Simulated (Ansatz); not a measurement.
# SrTiSe3 (built on the sites of a database entry of CaTiO3): a soft mode frozen in, part 2 of 2

Wanted: the energy along a soft mode of SrTiSe3 (built on the sites of a database entry of CaTiO3) and the structure at the end.

Ansatz 0.2.0; DFT LDA, scalar-relativistic, plane waves, PAW.

So far, highest frequency on the path or at a solved wavevector (cm⁻¹): step 2 (phonons on a q mesh) 289. Also lowest frequency on the path (cm⁻¹): step 2 -81.5.

The structure was built from a prototype and need not be the compound's stable phase.

## (4) The mode frozen in, largest atomic shift 0.6 Å

The atoms are moved along the unstable eigenvector, the largest shift by 0.6 Å, with the cell fixed.

The input, input.yaml:

```yaml
crystal:
  lattice:
    - [-4.899528169, 0.0, 0.0]
    - [0.0, -4.899528169, -4.899528169]
    - [0.0, -4.899528169, 4.899528169]
  atoms:
    - { symbol: Sr, position: [0.0, 0.5, 0.5] }
    - { symbol: Sr, position: [0.0, 0.0, 0.0] }
    - { symbol: Ti, position: [0.5, 0.0, 0.5] }
    - { symbol: Ti, position: [0.5, 0.5, 0.0] }
    - { symbol: Se, position: [0.0, 0.0, 0.5] }
    - { symbol: Se, position: [0.0, 0.5, 0.0] }
    - { symbol: Se, position: [0.5, 0.1887696142, 0.8112303858] }
    - { symbol: Se, position: [0.5, 0.8112303858, 0.1887696142] }
    - { symbol: Se, position: [0.5, 0.3112303858, 0.3112303858] }
    - { symbol: Se, position: [0.5, 0.6887696142, 0.6887696142] }
kpoints:
  mp_grid: { grid: [6, 4, 4] }
hamiltonian:
  xc: lda
scf:
  occupations: { method: methfessel_paxton, width: 0.15 }
output:
  forces: true
  stress: true
  eigenvalues: true
```

On the command line:

```
$ ansatz run input.yaml --threads 8 --pin off --max-ram 14336MiB --backend cpu --events-out ev --progress --plain --runs-dir out
```

Numbers of over 12 decimals in the logs are rounded to 6 here.

The log of the run:

```text
[...]
Crystal: 10 atoms, lattice volume = 235.230 Å³
Basis set: ecut = 420 eV, 4621 PW (Γ)
Bands: 84, of which v1, the nominal top of the filled ones, is band 70 counted from 1 (69 counted from 0)
Symmetry: 16 space group operations
[...]
k-points: 24 of 96
[...]
k-point 0: bands = [... 66 lower, 8.3649, 9.0907, 9.0907, 9.1105, 9.3328, 9.3925, 9.3925, 10.0092, ... 10 higher]
  k-point 1: bands = [... 66 lower, 8.2465, 8.5056, 8.6261, 8.8779, 9.5395, 9.6435, 9.9391, 10.4159, ... 10 higher]
  k-point 2: bands = [... 66 lower, 7.8680, 7.8680, 8.6904, 8.6904, 9.9959, 9.9959, 10.2134, 10.2134, ... 10 higher]
  k-point 23: bands = [... 66 lower, 7.4088, 7.4088, 9.1378, 9.1378, 10.3097, 10.3097, 10.6865, 10.6865, ... 10 higher]
[key lines of the parts left out:]
SCF converged after 7 iterations
Free energy (F): -44102.837846 eV
Fermi energy:    9.336794 eV
P = ⅓ Tr σ = -0.7173 GPa (-7.173 kbar)
```

Wall time 3 s (8 threads of Arm Neoverse V2, shared host); peak memory 1.2 GiB; 22 s of CPU time.

This step gave:

```yaml
pressure: -0.7173 GPa
energy_from_the_undistorted_cell: -58.83 meV/atom
```

The energy, extrapolated to zero smearing, is -58.83 meV/atom against the undistorted cell.

The run ends at a pressure of -0.72 GPa, with forces up to 0.0030 eV/Å.

## (5) Energy along the mode, all amplitudes (two of the runs are shown above)

An imaginary frequency means negative curvature, so the energy should fall and then rise again as anharmonic terms take over.

This step gave:

```yaml
depth_at_the_lowest_point_sampled: 58.83 meV/atom
largest_atomic_shift_at_that_point: 0.6 Å
```

Energy from the parent against largest atomic shift:

```
largest atomic shift (Å)  energy from the parent (meV/atom)
                   0.000                                  0
                   0.040                             -0.569
                   0.080                              -2.29
                   0.140                              -7.02
                   0.220                              -16.5
                   0.320                              -31.1
                   0.450                              -49.1
                   0.600                              -58.8
```

Displacement at unit largest shift by atom:

```
atom  x (Å)  y (Å)  z (Å)  size
 Sr1   0.00   0.00   0.00  0.00
 Sr2   0.00   0.00   0.00  0.00
 Ti3   0.00   0.00   0.00  0.00
 Ti4   0.00   0.00   0.00  0.00
 Se5   0.00   0.00   0.00  0.00
 Se6   0.00   0.00   0.00  0.00
 Se7   0.00   0.00   1.00  1.00
 Se8   0.00   0.00  -1.00  1.00
 Se9   0.00  -1.00   0.00  1.00
Se10   0.00   1.00   0.00  1.00
```

The lowest of the steps tried is the last one, at 0.6 Å, 58.8 meV/atom below the parent; the bottom of the well need not coincide with a step.

## (6) Relaxing from the distorted cell

Starting from the lowest point found, all atoms and the cell are let go, so that strain and other modes of the same symmetry can join in.

input.yaml: that of step 4 with these lines changed.

```diff
@@ -26 +26,6 @@
   eigenvalues: true
+relax:
+  adjacent_minimum: "off"
+  f_tol: 0.002
+  max_steps: 120
+  cell: { stress_tol: 0.03 }
```

The log of the run:

```text
[...]
Crystal: 10 atoms, lattice volume = 235.230 Å³
Basis set: ecut = 420 eV, 4621 PW (Γ)
Bands: 84, of which v1, the nominal top of the filled ones, is band 70 counted from 1 (69 counted from 0)
Symmetry: 16 space group operations
[...]
k-points: 24 of 96
[...]
SCF iter   1: F=—  HF=-44102.839627 eV  |F-HF|=—  |Δ(HF+E_count)|=         —  Δρ=4.66e-3  dr2=2.68e-2  ethr=1.77e-3  ⟨swp⟩=8.2  Hψ=8360  notcnv=0
[...]
SCF iter   7: F=-44102.837846 eV  HF=-44102.837846 eV  |F-HF|=5.35e-9  |Δ(HF+E_count)|=   1.18e-9  S|Δr|=    0.00e0  Δρ=2.28e-6  dr2=9.03e-9  ethr=7.14e-11  ⟨swp⟩=8.5  Hψ=10347  notcnv=0
SCF 1 converged in 7 iterations: F = -44102.837846 eV  dr2 = 9.03e-9
[...]
relax step   1: F+E_penalty+E_count = -44102.83784550 eV  Δ(F+E_penalty+E_count) = +0.000e0 eV  max|allowed force component| = 2.971e-3 eV/Å  Δτ_max = 0.0000 Å  P = -0.717 GPa  Ω = 235.230 Å³  (7 SCF iters, dr2 threshold 1.00e-7 eV, accepted)
Crystal: 10 atoms, lattice volume = 230.233 Å³
Basis set: ecut = 420 eV, 4477 PW (Γ)
[...]
SCF iter   8: F=-44102.991559 eV  HF=-44102.991559 eV  |F-HF|=5.97e-8  |Δ(HF+E_count)|=   8.49e-7  S|Δr|=    0.00e0  Δρ=8.69e-6  dr2=2.80e-7  ethr=7.03e-10  ⟨swp⟩=4.6  Hψ=7518  notcnv=0
SCF 2 converged in 8 iterations: F = -44102.991559 eV  dr2 = 2.80e-7
[...]
relax step   2: F+E_penalty+E_count = -44102.99155897 eV  Δ(F+E_penalty+E_count) = -1.537e-1 eV  max|allowed force component| = 6.205e-2 eV/Å  Δτ_max = 0.0483 Å  P = +0.287 GPa  Ω = 230.233 Å³  energy of the carried Pulay correction = +8.151e-4 eV  (8 SCF iters, dr2 threshold 1.00e-6 eV, accepted)
Crystal: 10 atoms, lattice volume = 230.776 Å³
Basis set: ecut = 420 eV, 4497 PW (Γ)
[...]
SCF iter   7: F=-44103.168433 eV  HF=-44103.168433 eV  |F-HF|=2.66e-7  |Δ(HF+E_count)|=   4.95e-6  S|Δr|=    0.00e0  Δρ=2.85e-5  dr2=7.60e-7  ethr=7.14e-10  ⟨swp⟩=10.1  Hψ=12712  notcnv=0
SCF 3 converged in 7 iterations: F = -44103.168433 eV  dr2 = 7.60e-7
[...]
relax step   3: F+E_penalty+E_count = -44103.16843282 eV  Δ(F+E_penalty+E_count) = -1.769e-1 eV  max|allowed force component| = 1.063e-2 eV/Å  Δτ_max = 0.1330 Å  P = -0.846 GPa  Ω = 230.776 Å³  energy of the carried Pulay correction = +7.257e-4 eV  (7 SCF iters, dr2 threshold 1.00e-6 eV, accepted)
[...]
relax step   4: F+E_penalty+E_count = -44103.12494282 eV  Δ(F+E_penalty+E_count) = +4.349e-2 eV  max|allowed force component| = 2.210e-1 eV/Å  Δτ_max = 0.1164 Å  P = +1.383 GPa  Ω = 222.931 Å³  energy of the carried Pulay correction = +2.038e-3 eV  (9 SCF iters, dr2 threshold 1.00e-6 eV, rejected (line search))
[...]
relax step   5: F+E_penalty+E_count = -44103.18726108 eV  Δ(F+E_penalty+E_count) = -1.883e-2 eV  max|allowed force component| = 5.904e-2 eV/Å  Δτ_max = 0.0166 Å  P = +0.085 GPa  Ω = 227.646 Å³  energy of the carried Pulay correction = +1.244e-3 eV  (12 SCF iters, accepted)
[...]
relax step   6: F+E_penalty+E_count = -44103.18942461 eV  Δ(F+E_penalty+E_count) = -2.164e-3 eV  max|allowed force component| = 6.035e-3 eV/Å  Δτ_max = 0.0180 Å  P = -0.042 GPa  Ω = 227.768 Å³  energy of the carried Pulay correction = +1.224e-3 eV  (7 SCF iters, dr2 threshold 2.18e-7 eV, accepted)
[...]
relax step   7: F+E_penalty+E_count = -44103.18947399 eV  Δ(F+E_penalty+E_count) = -4.939e-5 eV  max|allowed force component| = 3.904e-3 eV/Å  Δτ_max = 0.0023 Å  P = +0.036 GPa  Ω = 227.497 Å³  energy of the carried Pulay correction = +1.269e-3 eV  (6 SCF iters, dr2 threshold 8.29e-9 eV, accepted)
[...]
relax step   8: F+E_penalty+E_count = -44103.18949199 eV  Δ(F+E_penalty+E_count) = -1.800e-5 eV  max|allowed force component| = 3.662e-5 eV/Å  Δτ_max = 0.0003 Å  P = +0.001 GPa  Ω = 227.610 Å³  energy of the carried Pulay correction = +1.250e-3 eV  (6 SCF iters, dr2 threshold 1.66e-8 eV, accepted)
[...]
SCF iter   7: F=-44103.189449 eV  HF=-44103.189449 eV  |F-HF|=0.00e0  |Δ(HF+E_count)|=  1.46e-11  S|Δr|=    0.00e0  Δρ=3.38e-8  dr2=4.58e-12  ethr=1.00e-12  ⟨swp⟩=5.1  Hψ=7432  notcnv=0
SCF 9 converged in 7 iterations: F = -44103.189449 eV  dr2 = 4.58e-12
[...]
relax step   9: F+E_penalty+E_count = -44103.18944915 eV  Δ(F+E_penalty+E_count) = +4.284e-5 eV  max|allowed force component| = 1.657e-4 eV/Å  Δτ_max = 0.0000 Å  P = +0.007 GPa  Ω = 227.610 Å³  stress off target by 2.57e-2 GPa  SCF on the basis re-selected at this cell (its energy is not comparable with the rows above)  (7 SCF iters)
basis re-selected at this cell: Δ(F+E_penalty+E_count) = +4.284e-5 eV, ΔP = +0.006 GPa vs the last step (what re-selecting the basis moved, of the pressure what is left beyond the Pulay correction that the steps carried, after the strain that the cell walked since its last selection, with what the two solves' SCF thresholds leave and, on support functions, any second-order correction that the steps lacked; it is no measure of the basis error at this ecutwfc). The dense FFT grid was sized anew with the basis: this SCF ran on 36×45×45 points, the steps before it on 36×48×48, so part of this shift can come from that change (see relax.cell in the input reference). [rest of the remark cut]
SCF converged after 7 iterations
[...]
Free energy (F): -44103.189449 eV
[...]
Internal energy: -44103.193908 eV  (E = F + TS)
E sigma→0 (E₀):  -44103.190564 eV
Entropy (-TS):   0.004459 eV (0.446 meV/atom)
Fermi energy:    10.053598 eV
[...]
--- Forces (eV/Å), atoms counted from 1 ---
  atom   1  Sr     0.00000000     0.00000000     0.00000000
  atom   2  Sr    -0.00000000     0.00000000     0.00000000
  atom   3  Ti    -0.00000000     0.00000000     0.00000000
  atom   4  Ti    -0.00000000    -0.00000000     0.00000000
  atom   5  Se    -0.00000000    -0.00000000     0.00000000
  atom   6  Se     0.00000000    -0.00000000    -0.00000000
  atom   7  Se     0.00000000    -0.00000000     0.00016574
  atom   8  Se    -0.00000000     0.00000000    -0.00016574
  atom   9  Se     0.00000000    -0.00016574     0.00000000
  atom  10  Se    -0.00000000     0.00016574    -0.00000000
  max |Σ_I F_I| component: 1.63e-19 eV/Å
--- Stress (GPa, compression-positive) ---
        0.025747      -0.000000       0.000000
       -0.000000      -0.002619      -0.000000
        0.000000      -0.000000      -0.002619
  P = ⅓ Tr σ = 0.0068 GPa (0.068 kbar)
--- Band table (eV; the first three rows and the last of 24) ---
  k-point 0: bands = [... 66 lower, 8.7265, 9.3676, 9.6394, 9.6394, 10.0387, 10.4087, 10.4087, 10.4708, ... 10 higher]
  k-point 1: bands = [... 66 lower, 8.7282, 8.8462, 8.9687, 9.6497, 10.0617, 10.1898, 10.7809, 11.1099, ... 10 higher]
  k-point 2: bands = [... 66 lower, 8.2361, 8.2361, 9.2346, 9.2346, 10.6616, 10.6616, 10.8162, 10.8162, ... 10 higher]
  k-point 23: bands = [... 66 lower, 7.9381, 7.9381, 8.8110, 8.8110, 10.9445, 10.9445, 11.0431, 11.0431, ... 10 higher]
--- Relaxed structure (8 steps of the walk, 7 accepted, 1 SCFs on fresh bases) ---
  F+E_penalty+E_count = -44103.18944915 eV   max|allowed force component| = 1.657e-4 eV/Å   (the final SCF, on the basis selected at the relaxed cell)
  cell:  # Å, volume = 227.6097 Å³
    - [-5.270312, 0, 0]
    - [0, -4.646888, -4.646888]
    - [0, -4.646888, 4.646888]
  atoms:
    - { symbol: Sr, position: [0, 0.5, 0.5] }
    - { symbol: Sr, position: [0, 4.248711507249157e-19, -1.4051728161995902e-19] }
    - { symbol: Ti, position: [0.5, 0.0, 0.5] }
    - { symbol: Ti, position: [0.5, 0.5, 0.0] }
    - { symbol: Se, position: [0, 0.0, 0.5] }
    - { symbol: Se, position: [0, 0.5, 0.0] }
    - { symbol: Se, position: [0.5, 0.166524, 0.833476] }
    - { symbol: Se, position: [0.5, 0.833476, 0.166524] }
    - { symbol: Se, position: [0.5, 0.333476, 0.333476] }
    - { symbol: Se, position: [0.5, 0.666524, 0.666524] }
```

It took 34 s on 8 threads; peak memory 1.3 GiB.

Step by step:

```
step  energy less that of the first step (eV)  largest force component (eV/Å)  pressure (GPa)  volume (Å³)
   1                                   0.0000                          0.0030           -0.72       235.23
   2                                  -0.1537                          0.0620            0.29       230.23
   3                                  -0.3306                          0.0106           -0.85       230.78
   4                                  -0.2871                          0.2210            1.38       222.93
   5                                  -0.3494                          0.0590            0.08       227.65
   6                                  -0.3516                          0.0060           -0.04       227.77
   7                                  -0.3516                          0.0039            0.04       227.50
   8                                  -0.3516                          0.0000            0.00       227.61
  9*                                  -0.3516                          0.0002            0.01       227.61
```

Relaxation steps marked * repeat the geometry before them on a plane-wave basis chosen anew for their cell, so energy and pressure can jump there. Relaxation step 4 was tried and not accepted.

Forces are held to the 16 operations that the run works with; a distortion that breaks them can't arise in this run.

```
     cell as run  before  after  change
           a (Å)   4.900  5.270  +7.6 %
           b (Å)   6.929  6.572  -5.2 %
           c (Å)   6.929  6.572  -5.2 %
volume (Å³/atom)   23.52  22.76  -3.2 %
```

The atoms that moved most (Å, as changes of fractional coordinates times the final cell):

```
atom     dx      dy      dz  length
 Se9  0.000  -0.207   0.000   0.207
 Se7  0.000   0.000   0.207   0.207
 Se8  0.000   0.000  -0.207   0.207
Se10  0.000   0.207   0.000   0.207
```

The relaxed structure:

```xyz
10
Lattice="-5.2703 0.0000 0.0000 0.0000 -4.6469 -4.6469 0.0000 -4.6469 4.6469" Properties=species:S:1:pos:R:3 pbc="T T T"
Sr    0.0000   -4.6469    0.0000
Sr    0.0000    0.0000    0.0000
Ti   -2.6352   -2.3234    2.3234
Ti   -2.6352   -2.3234   -2.3234
Se    0.0000   -2.3234    2.3234
Se    0.0000   -2.3234   -2.3234
Se   -2.6352   -4.6469    3.0993
Se   -2.6352   -4.6469   -3.0993
Se   -2.6352   -3.0993    0.0000
Se   -2.6352   -6.1945    0.0000
```

Numbers from this step:

```
pressure        : 0.006836 GPa
volume per atom : 22.76 Å³
```

The distorted start has space group P4/mbm; the relaxation ends in P4/mbm.

## (7) The phases reached

The phases reached along the modes that were followed are set side by side.

Energies are those of the first relaxation, on the mesh of the frozen mode; space group, volume and gap are those of the last relaxation. Phases, by row:

```
                  mode frozen in  space group  energy from parent (meV/atom)  volume (Å³/atom)  gap on mesh (eV)  lowest zone-centre optical mode (cm⁻¹)  largest shift (Å)
                          parent        Pm-3m                              0             23.52                 0                                       –                  –
q = (-0.5, -0.5, -0.5), 82i cm⁻¹       I4/mcm                         -104.5             22.76                 0                                       –               0.76
q = (-0.5, -0.5, -0.5), 82i cm⁻¹         R-3c                         -83.45              23.1                 0                                       –               0.54
q = (-0.5, -0.5, -0.5), 82i cm⁻¹         Imma                          -85.2             23.16             0.047                                       –              0.643
   q = (0, -0.5, -0.5), 76i cm⁻¹       P4/mbm                         -93.99             22.76                 0                                       –              0.776
```

## (8) Results

```yaml
unstable_mode_of_the_parent: q = (0, -0.5, -0.5), 76i cm⁻¹
depth_at_the_lowest_point_sampled: 58.8 meV/atom
largest_atomic_shift_at_that_point: 0.6 Å
space_group_reached_within_0p01_a: P4/mbm
energy_gained_over_the_parent_first_relaxation_on_the_mesh_of_the_frozen_mode: 94.0 meV/atom
volume_per_atom_phase_reached: 22.8 Å³
```

What this shows: Along this mode the structure falls into P4/mbm, 94.0 meV/atom below the parent. At the parent's cell the well is 58.83 meV/atom deep on the steps tried, with its lowest point at a shift of 0.6 Å. That is the last step tried, so the steps alone don't bracket the bottom of the well. Relaxing atoms and cell changes the gain by +35.17 meV/atom against the lowest step (energies at zero smearing). The modes of the phase reached were not computed on this path. Of the 4 patterns followed to their end from this parent, this one ends 10.5 meV/atom above the lowest, I4/mcm. Each path keeps the symmetry of its pattern, so a lower phase may lie along a pattern not tried. With no gap, or one that is small against the smearing, the frequencies hang on the k mesh and the smearing, most of all near Kohn anomalies. A phonon run warned that its eigensolver left some bands unconverged in a pass. The starting cell was built on a prototype and not taken from a measurement, so the phase need not exist.

[Logs are printed without paths, hosts, clocks, repeated set-up lines and the standing remarks that a program may print on its own settings, such as how far it seeks lower states.]

[Hosts, paths, dates, database ids (printed as entryN), source tags and the programs' standing remarks are cut or masked in the printed files.]
